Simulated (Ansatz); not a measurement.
## TiO2 (Anatase): band gap by G0W0 on HSE06

The structure is tetragonal, space group I4_1/amd (No. 141). The conventional cell has a = 3.784 Å, b = 3.784 Å, c = 9.515 Å, α = 90.00°, β = 90.00°, γ = 90.00°. Nearest to Ti lie 6 O at 1.93 to 1.98 Å. O has 3 Ti at 1.93 to 1.98 Å nearest. Farther neighbours and most contacts between anions are not listed.

```xyz
6
Lattice="-1.8921 1.8921 4.7573 1.8921 -1.8921 4.7573 1.8921 1.8921 -4.7573" Properties=species:S:1:pos:R:3 pbc="T T T"
Ti    0.0000    0.0000    0.0000
Ti    0.0000    1.8921    2.3786
O     0.0000    0.0000    1.9800
O     0.0000    1.8921    4.3586
O     0.0000    1.8921    0.3987
O     0.0000    0.0000    7.5346
```

```
method                                               : G0W0 on HSE06, plane waves, PAW (and 1 further level or step)
program                                              : Ansatz 0.2.0
settings of one run                                  : cutoff 420 eV, 6×6×6 k-mesh, default PAW, empty bands 437, screening cutoff 200 eV, screening contour deformation, QP bands (v2, c2)
cost                                                 : 2 runs, 3.3 min in all on 1 × NVIDIA H100 80GB HBM3 (shared by 3 runs) with 3 threads of AMD EPYC 7R13 (Zen 3), shared host (the runs of this entry)
notes                                                : In doubt: masses and optical values from hybrid runs of this build are listed as unsure (in some of the runs), which bears on the screening that GW takes from such a start. The cell and positions come from the Crystallography Open Database and are kept as given unless a step says otherwise. The differences hold parts that these runs do not separate: finite bands, cutoffs and mesh, points of the zone that were not corrected, the start of G0W0, spin-orbit coupling missing from it, static nuclei, no electron-hole attraction, and what each experiment reads as the gap. How much each gives is not known from the steps shown.
HSE06 gap over mesh and listed points                : 3.613 eV, from k = (0.000, 0.000, 0.450) to k = Γ
G0W0@HSE06 gap over 21 of 30 irreducible mesh points : 4.048 eV, from k = (0.000, 0.000, -0.500) to k = Γ
GW settings                                          : 6×6×6 mesh, 437 empty bands, screening to 200 eV
known limits                                         : finite bands, screening cutoff and k mesh; no spin-orbit coupling in G0W0
```

Over 21 of 30 irreducible mesh points the G0W0 gap is 4.048 eV, from k = (0.000, 0.000, -0.500) to k = Γ. The HSE06 gap of this run on the mesh is 3.665 eV. The two states that bound the G0W0 gap lie that far apart at the start, so the correction of the gap is 4.048 − 3.665 = +0.383 eV. The valence state moves by 6.401 − 6.287 = +0.114 eV and the conduction state by 10.449 − 9.951 = +0.498 eV, on the run's own scale; how far single levels stand from their limit in bands is not shown.

### From PBE to G0W0: TiO2 (Anatase)

It takes space group I4_1/amd (No. 141, tetragonal). Conventional cell: a = 3.784 Å, b = 3.784 Å, c = 9.515 Å, α = 90.00°, β = 90.00°, γ = 90.00°. Ti has 6 O at 1.93 to 1.98 Å nearest. Nearest to O lie 3 Ti at 1.93 to 1.98 Å. Farther neighbours and most contacts between anions are not listed.

```xyz
6
Lattice="-1.8921 1.8921 4.7573 1.8921 -1.8921 4.7573 1.8921 1.8921 -4.7573" Properties=species:S:1:pos:R:3 pbc="T T T"
Ti    0.0000    0.0000    0.0000
Ti    0.0000    1.8921    2.3786
O     0.0000    0.0000    1.9800
O     0.0000    1.8921    4.3586
O     0.0000    1.8921    0.3987
O     0.0000    0.0000    7.5346
```

```
method                                             : DFT, PBE, plane waves, PAW (and 1 further level or step)
program                                            : Ansatz 0.2.0
settings of one run                                : cutoff 420 eV, 8×8×8 k-mesh, smearing width 0.02 eV, default PAW
cost                                               : 2 runs, 72 s in all on 1 × NVIDIA H100 80GB HBM3 (shared by 3 runs) with 3 threads of AMD EPYC 7R13 (Zen 3), shared host (the runs of this entry)
notes                                              : The cell and positions come from the Crystallography Open Database and are kept as given unless a step says otherwise. From 178 bands and 100 eV to 461 bands and 200 eV the gap moves by 3.654 − 3.618 = +0.036 eV; bands and screening cutoff rise together, so their parts are not told apart. Two runs can’t test a law of convergence, so the limit is not known. The differences hold parts that these runs do not separate: finite bands, cutoffs and mesh, points of the zone that were not corrected, the start of G0W0, spin-orbit coupling missing from it, static nuclei, no electron-hole attraction, and what each experiment reads as the gap. How much each gives is not known from the steps shown.
PBE gap over mesh and path                         : 2.121 eV, from k = (0.000, 0.000, 0.450) to k = Γ
G0W0@PBE gap over 24 of 30 irreducible mesh points : 3.654 eV, from k = (0.000, 0.000, -0.500) to k = Γ
GW settings                                        : 6×6×6 mesh, 437 empty bands, screening to 200 eV
known limits                                       : finite bands, screening cutoff and k mesh; no spin-orbit coupling in G0W0
```

Over 24 of 30 irreducible mesh points the G0W0 gap is 3.654 eV, from k = (0.000, 0.000, -0.500) to k = Γ. The PBE gap of this run on the mesh is 2.167 eV. The two states that bound the G0W0 gap lie that far apart at the start, so the correction of the gap is 3.654 − 2.167 = +1.487 eV. The valence state moves by 6.845 − 7.290 = −0.445 eV and the conduction state by 10.499 − 9.457 = +1.042 eV, on the run's own scale; with 178 bands the edge states move by −0.123 and +1.328 eV, so the split between the edges depends on the bands and cutoff.

[Paths, hosts, dates, memory and timing lines, banners, echoed tables and standing remarks are left out of the program output.]

[Logs are printed without paths, hosts, clocks, repeated set-up lines and the standing remarks that a program may print on its own settings, such as how far it seeks lower states.]

[Runs of the session that timed out or met a known fault of the program may be left out.]

[Cells called generated may have been cut or substituted from an entry of the Crystallography Open Database or the Materials Project.]

[Hosts, paths, dates, database ids (printed as entryN), source tags and the programs' standing remarks are cut or masked in the printed files.]
